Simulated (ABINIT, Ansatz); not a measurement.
# ZrB2 (P6/mmm): zone-centre phonons

Aim: the zone-centre modes of ZrB2 (P6/mmm).

Method: DFT LDA, scalar-relativistic, plane waves, JTH PAW pseudopotentials, in ABINIT 10.8.3.

### 1. Set-up

The structure is hexagonal, space group P6/mmm (No. 191). The conventional cell has a = 3.170 Å, b = 3.170 Å, c = 3.533 Å, α = 90.00°, β = 90.00°, γ = 120.00°. Nearest to Zr lie 12 B at 2.54 Å. B has 3 B at 1.83 Å and 6 Zr at 2.54 Å nearest. Farther neighbours are not listed.

### 2. A first look

A first run with smearing and empty bands tells whether the crystal has a gap, which decides between fixed occupations and smearing later on.

probe.abi reads:

```
# ground state
tolvrs 1.0d-08
prtden 1
prtwf 1

# basis, mesh and filling
ecut 18.0
pawecutdg 36.0
ngkpt 6 6 6
nshiftk 1
shiftk 0.0 0.0 0.0
istwfk *1
occopt 7
tsmear 0.005
nband 15
nstep 100
diemac 9.0
prtebands 0
prtgsr 0

# cell and atoms
acell 3*1.0 Angstrom
rprim 
    3.17 0.0 0.0
    -1.585 2.74530053 0.0
    0.0 0.0 3.533
ntypat 2
znucl 40 5
natom 3
typat 1 2 2
xred 
    0.0 0.0 0.0
    1/3 2/3 0.5
    2/3 1/3 0.5
pp_dirpath "./pseudo"
pseudos "Zr.xml, B.xml"
```

The run is started by

```console
$ OMP_NUM_THREADS=1 mpirun -n 4 abinit probe.abi > probe.log
```

Numbers of over 12 decimals in the logs are rounded to 6 here.

probe.abo, the main output file:

```text
[banners, grids, parts of the stress and lines that vanish by symmetry left out]
- input  file    -> probe.abi
- output file    -> probe.abo
- root for input  files -> probei
[...]
Symmetries : space group P6/m m m (#191); Bravais hP (primitive hexag.)
[...]
mpw =         776          nfft =       15552          nkpt =          28
[...]
== DATASET  1 ==================================================================
[...]
cutoff_energies: {ecut:  18.0, pawecutdg:  36.0, }
[...]
ETOT  1  -53.545233888957    -5.355E+01 4.002E-01 1.419E+01
 ETOT  2  -53.555618420627    -1.038E-02 4.951E-02 1.282E+00
 ETOT  3  -53.553560519759     2.058E-03 4.275E-03 1.467E-01
 ETOT  4  -53.553558338547     2.181E-06 1.969E-03 1.701E-03
 ETOT  5  -53.553556277091     2.061E-06 8.174E-04 1.567E-04
 ETOT  6  -53.553556228418     4.867E-08 2.992E-04 6.676E-06
 ETOT  7  -53.553556194312     3.411E-08 1.134E-04 6.214E-08
 ETOT  8  -53.553556195336    -1.024E-09 3.949E-05 2.466E-08
 ETOT  9  -53.553556195238     9.814E-11 2.895E-05 5.221E-09
 At SCF step    9       nres2   =  5.22E-09 < tolvrs=  1.00E-08 =>converged.
[...]
sigma(1 1)=  2.86809104E-04  sigma(3 2)=  0.00000000E+00
  sigma(2 2)=  2.86809104E-04  sigma(3 1)=  0.00000000E+00
  sigma(3 3)=  3.23963266E-04  sigma(2 1)=  0.00000000E+00
[...]
convergence: {deltae:  9.814E-11, res2:  5.221E-09, residm:  2.895E-05, diffor: null, }
etotal    :  -5.35535562E+01
[...]
sigma(1 1)=  2.86809104E-04  sigma(3 2)=  0.00000000E+00
  sigma(2 2)=  2.86809104E-04  sigma(3 1)=  0.00000000E+00
  sigma(3 3)=  3.23963266E-04  sigma(2 1)=  0.00000000E+00
[...]
- sigma(1 1)=  8.43821518E+00  sigma(3 2)=  0.00000000E+00
- sigma(2 2)=  8.43821518E+00  sigma(3 1)=  0.00000000E+00
- sigma(3 3)=  9.53132836E+00  sigma(2 1)=  0.00000000E+00
[...]
fcart      4.6821979764E-31  8.1098047862E-31 -0.0000000000E+00
           strten      2.8680910433E-04  2.8680910431E-04  3.2396326637E-04
================================================================================

[key lines of the parts left out:]
pressure_GPa:  -8.8026E+00
Total energy DC (eV): -9.91654048792796E+04
```

Elapsed: 4.8 s, on 4 MPI ranks of Arm Neoverse V1, shared host; 19 s of CPU time.

Numbers from this step:

* volume per atom: 10.25 Å³
* pressure: -8.803 GPa
* gap on the k-mesh: 0 eV

No gap opens on this mesh, so smearing is kept; the printed pressure holds the stress of the finite basis too.

### 3. Relaxation

The harmonic expansion needs vanishing forces, and a free crystal bears no stress, so cell and atoms are brought to rest. Stress is more sensitive to the basis than forces are: the last 3 Ha under the cutoff are smoothed with ecutsm, and the cutoff is raised above that of the later runs.

relax.abi reads:

```
# relaxation
ionmov 2
optcell 2
dilatmx 1.08
ntime 40
tolmxf 1.0d-05
tolvrs 1.0d-14
prtwf 0
prtden 0
chksymtnons 0

# basis, mesh and filling
ecut 24.0
ecutsm 3.0
pawecutdg 48.0
ngkpt 15 15 10
nshiftk 1
shiftk 0.0 0.0 0.0
istwfk *1
occopt 6
tsmear 0.01
nband 15
nstep 100
diemac 1000000.0
prtebands 0
prtgsr 0

# cell and atoms
acell 3*1.0 Angstrom
rprim 
    3.17 0.0 0.0
    -1.585 2.74530053 0.0
    0.0 0.0 3.533
ntypat 2
znucl 40 5
natom 3
typat 1 2 2
xred 
    0.0 0.0 0.0
    1/3 2/3 0.5
    2/3 1/3 0.5
pp_dirpath "./pseudo"
pseudos "Zr.xml, B.xml"
```

The run is started by

```console
$ OMP_NUM_THREADS=1 mpirun -n 4 abinit relax.abi > relax.log
```

relax.abo, the main output file:

```text
[banners, grids, parts of the stress and lines that vanish by symmetry left out]
- input  file    -> relax.abi
- output file    -> relax.abo
- root for input  files -> relaxi
[...]
Symmetries : space group P6/m m m (#191); Bravais hP (primitive hexag.)
[...]
mpw =        1494          nfft =       28800          nkpt =         162
[...]
== DATASET  1 ==================================================================
[...]
cutoff_energies: {ecut:  24.0, pawecutdg:  48.0, }
[...]
ETOT  1  -53.553316581116    -5.355E+01 3.061E-01 2.662E+01
 ETOT  2  -53.556321210386    -3.005E-03 6.343E-02 1.672E+00
 ETOT  3  -53.556030046512     2.912E-04 3.329E-02 2.870E-01
 ETOT  4  -53.555986234394     4.381E-05 5.216E-03 8.230E-04
 ETOT  5  -53.555986834048    -5.997E-07 2.917E-03 1.148E-04
[...]
At SCF step   14       nres2   =  5.03E-15 < tolvrs=  1.00E-14 =>converged.
[...]
sigma(1 1)=  3.05300523E-04  sigma(3 2)=  0.00000000E+00
  sigma(2 2)=  3.05300523E-04  sigma(3 1)=  0.00000000E+00
  sigma(3 3)=  2.98056052E-04  sigma(2 1)=  0.00000000E+00
[...]
convergence: {deltae: -4.050E-13, res2:  5.031E-15, residm:  4.491E-05, diffor: null, }
etotal    :  -5.35559868E+01
[...]
ETOT  1  -53.559493733190    -5.356E+01 1.876E+01 1.652E+00
[...]
At SCF step   12       nres2   =  7.14E-15 < tolvrs=  1.00E-14 =>converged.
[...]
sigma(1 1)=  7.52923383E-05  sigma(3 2)=  0.00000000E+00
  sigma(2 2)=  7.52923382E-05  sigma(3 1)=  0.00000000E+00
  sigma(3 3)=  9.02498942E-05  sigma(2 1)=  0.00000000E+00
[...]
convergence: {deltae: -1.492E-13, res2:  7.135E-15, residm:  9.552E-03, diffor: null, }
etotal    :  -5.35570747E+01
[...]
ETOT  1  -53.557441753009    -5.356E+01 1.785E+00 2.036E-01
[...]
At SCF step   12       nres2   =  9.21E-15 < tolvrs=  1.00E-14 =>converged.
[...]
sigma(1 1)= -8.19737776E-06  sigma(3 2)=  0.00000000E+00
  sigma(2 2)= -8.19737779E-06  sigma(3 1)=  0.00000000E+00
  sigma(3 3)=  6.22213102E-06  sigma(2 1)=  0.00000000E+00
[...]
convergence: {deltae: -5.898E-13, res2:  9.209E-15, residm:  2.759E-05, diffor: null, }
etotal    :  -5.35571507E+01
[...]
ETOT  1  -53.557152015886    -5.356E+01 1.466E-05 3.980E-04
[...]
At SCF step    9       nres2   =  7.78E-15 < tolvrs=  1.00E-14 =>converged.
[...]
sigma(1 1)= -3.43269419E-06  sigma(3 2)=  0.00000000E+00
  sigma(2 2)= -3.43269422E-06  sigma(3 1)=  0.00000000E+00
  sigma(3 3)=  5.79442166E-06  sigma(2 1)=  0.00000000E+00
[...]
convergence: {deltae:  2.061E-13, res2:  7.776E-15, residm:  1.848E-06, diffor: null, }
etotal    :  -5.35571514E+01
[...]
ETOT  1  -53.557152787099    -5.356E+01 2.091E+00 5.529E-04
[...]
At SCF step    9       nres2   =  3.27E-15 < tolvrs=  1.00E-14 =>converged.
[...]
sigma(1 1)=  4.13997491E-07  sigma(3 2)=  0.00000000E+00
  sigma(2 2)=  4.13997466E-07  sigma(3 1)=  0.00000000E+00
  sigma(3 3)=  1.24173429E-06  sigma(2 1)=  0.00000000E+00
[...]
convergence: {deltae:  7.176E-13, res2:  3.269E-15, residm:  5.573E-07, diffor: null, }
etotal    :  -5.35571519E+01
[...]
ETOT  1  -53.557151926867    -5.356E+01 1.425E-04 1.589E-05
[...]
At SCF step    8       nres2   =  9.64E-15 < tolvrs=  1.00E-14 =>converged.
[...]
sigma(1 1)=  1.24532428E-07  sigma(3 2)=  0.00000000E+00
  sigma(2 2)=  1.24532403E-07  sigma(3 1)=  0.00000000E+00
  sigma(3 3)=  1.49216790E-07  sigma(2 1)=  0.00000000E+00
[...]
convergence: {deltae: -4.974E-14, res2:  9.639E-15, residm:  1.249E-07, diffor: null, }
etotal    :  -5.35571519E+01
[...]
ETOT  1  -53.557151902802    -5.356E+01 2.102E-07 4.908E-07
[...]
ETOT  6  -53.557151902091     1.208E-13 3.781E-08 1.933E-13
 ETOT  7  -53.557151902090     2.274E-13 2.918E-08 4.533E-15
 At SCF step    7       nres2   =  4.53E-15 < tolvrs=  1.00E-14 =>converged.
[...]
sigma(1 1)=  5.22420394E-09  sigma(3 2)=  0.00000000E+00
  sigma(2 2)=  5.22417826E-09  sigma(3 1)=  0.00000000E+00
  sigma(3 3)=  2.73752030E-10  sigma(2 1)=  0.00000000E+00
[...]
convergence: {deltae:  2.274E-13, res2:  4.533E-15, residm:  2.918E-08, diffor: null, }
etotal    :  -5.35571519E+01
[...]
At Broyd/MD step   7, gradients are converged :
[...]
sigma(1 1)=  5.22420394E-09  sigma(3 2)=  0.00000000E+00
  sigma(2 2)=  5.22417826E-09  sigma(3 1)=  0.00000000E+00
  sigma(3 3)=  2.73752030E-10  sigma(2 1)=  0.00000000E+00
[...]
- sigma(1 1)=  1.53701386E-04  sigma(3 2)=  0.00000000E+00
- sigma(2 2)=  1.53700631E-04  sigma(3 1)=  0.00000000E+00
- sigma(3 3)=  8.05406278E-06  sigma(2 1)=  0.00000000E+00
[...]
fcart      4.7373545832E-31  1.3675564719E-30 -0.0000000000E+00
           strten      5.2242039358E-09  5.2241782636E-09  2.7375202973E-10
================================================================================

[key lines of the parts left out:]
pressure_GPa:  -1.0515E-04
Total energy DC (eV): -9.91655027234475E+04
```

It took 3.3 min on 4 MPI ranks.

Step by step:

```
step  energy less that of the first step (eV)  largest force (eV/Å)  volume (Å³)
   1                                   0.0000                0.0000        30.75
   2                                  -0.0296                0.0000        29.92
   3                                  -0.0317                0.0000        29.63
   4                                  -0.0317                0.0000        29.64
   5                                  -0.0317                0.0000        29.64
   6                                  -0.0317                0.0000        29.64
   7                                  -0.0317                0.0000        29.64
```

```
conventional cell, symmetrised  before  after  change
                         a (Å)   3.170  3.133  -1.2 %
                         b (Å)   3.170  3.133  -1.2 %
                         c (Å)   3.533  3.487  -1.3 %
              volume (Å³/atom)   10.25   9.88  -3.6 %
```

Final coordinates:

```
Zr B
1.0
     3.13309    0.00000    0.00000
    -1.56655    2.71334    0.00000
     0.00000    0.00000    3.48652
Zr B
1 2
Cartesian
  0.0000 0.0000 0.0000
  0.0000 1.8089 1.7433
  1.5665 0.9044 1.7433
```

This step gave:

- volume per atom: 9.880 Å³
- pressure: -1.05e-4 GPa

The volume changes by -3.6 % in this run and stands -3.6 % from the first cell.

### 4. Ground state

The response is built on these wavefunctions, so the potential is converged far more tightly than an energy would need. Smearing stays on, as the first look found no gap above 0.3 eV.

gs.abi reads:

```
# ground state
tolvrs 1.0d-16
prtden 1
prtwf 1

# basis, mesh and filling
ecut 18.0
pawecutdg 36.0
ngkpt 15 15 12
nshiftk 1
shiftk 0.0 0.0 0.0
istwfk *1
occopt 6
tsmear 0.01
nband 15
nstep 100
diemac 1000000.0
prtebands 0
prtgsr 0

# cell and atoms
acell 3*1.0 Angstrom
rprim 
    3.133091968 0.0 0.0
    -1.566545984 2.713337237 0.0
    0.0 0.0 3.486523764
ntypat 2
znucl 40 5
natom 3
typat 1 2 2
xred 
    0.0 0.0 0.0
    1/3 2/3 0.5
    2/3 1/3 0.5
pp_dirpath "./pseudo"
pseudos "Zr.xml, B.xml"
```

The run is started by

```console
$ OMP_NUM_THREADS=1 mpirun -n 4 abinit gs.abi > gs.log
```

gs.abo, the main output file:

```text
[banners, grids, parts of the stress and lines that vanish by symmetry left out]
- input  file    -> gs.abi
- output file    -> gs.abo
- root for input  files -> gsi
[...]
Symmetries : space group P6/m m m (#191); Bravais hP (primitive hexag.)
[...]
mpw =         751          nfft =       15552          nkpt =         189
[...]
== DATASET  1 ==================================================================
[...]
cutoff_energies: {ecut:  18.0, pawecutdg:  36.0, }
[...]
ETOT  1  -53.532553115067    -5.353E+01 4.047E-01 1.073E+01
 ETOT  2  -53.556643452158    -2.409E-02 4.951E-02 6.947E-01
 ETOT  3  -53.556525543947     1.179E-04 1.506E-02 1.222E-01
 ETOT  4  -53.556482415507     4.313E-05 2.962E-03 3.156E-04
 ETOT  5  -53.556483726114    -1.311E-06 1.917E-03 4.479E-05
[...]
ETOT 15  -53.556483725961     1.847E-13 1.200E-04 1.459E-15
 ETOT 16  -53.556483725961    -2.132E-14 8.920E-05 6.304E-18
 At SCF step   16       nres2   =  6.30E-18 < tolvrs=  1.00E-16 =>converged.
[...]
sigma(1 1)=  8.66274496E-06  sigma(3 2)=  0.00000000E+00
  sigma(2 2)=  8.66274247E-06  sigma(3 1)=  0.00000000E+00
  sigma(3 3)= -2.05009485E-06  sigma(2 1)=  0.00000000E+00
[...]
convergence: {deltae: -2.132E-14, res2:  6.304E-18, residm:  8.920E-05, diffor: null, }
etotal    :  -5.35564837E+01
[...]
sigma(1 1)=  8.66274496E-06  sigma(3 2)=  0.00000000E+00
  sigma(2 2)=  8.66274247E-06  sigma(3 1)=  0.00000000E+00
  sigma(3 3)= -2.05009485E-06  sigma(2 1)=  0.00000000E+00
[...]
- sigma(1 1)=  2.54866756E-01  sigma(3 2)=  0.00000000E+00
- sigma(2 2)=  2.54866683E-01  sigma(3 1)=  0.00000000E+00
- sigma(3 3)= -6.03158727E-02  sigma(2 1)=  0.00000000E+00
[...]
fcart     -0.0000000000E+00 -0.0000000000E+00 -0.0000000000E+00
           strten      8.6627449605E-06  8.6627424697E-06 -2.0500948450E-06
================================================================================

[key lines of the parts left out:]
pressure_GPa:  -1.4981E-01
Total energy DC (eV): -9.91654845414488E+04
```

Elapsed: 30 s, on 4 MPI ranks; 2 min of CPU time.

This step gave:

| Item | Value |
| --- | --- |
| pressure | -0.1498 GPa |

The cell stands at -0.15 GPa: the relaxation ran with a smoothed and higher cutoff and on another k mesh.

(Part 1 of 3 ends here.)

[Host names and launcher messages were left out of these logs when they were recorded.]

[Logs are printed without paths, hosts, clocks, repeated set-up lines and the standing remarks that a program may print on its own settings, such as how far it seeks lower states.]

[Hosts, paths, dates, database ids (printed as entryN), source tags and the programs' standing remarks are cut or masked in the printed files.]
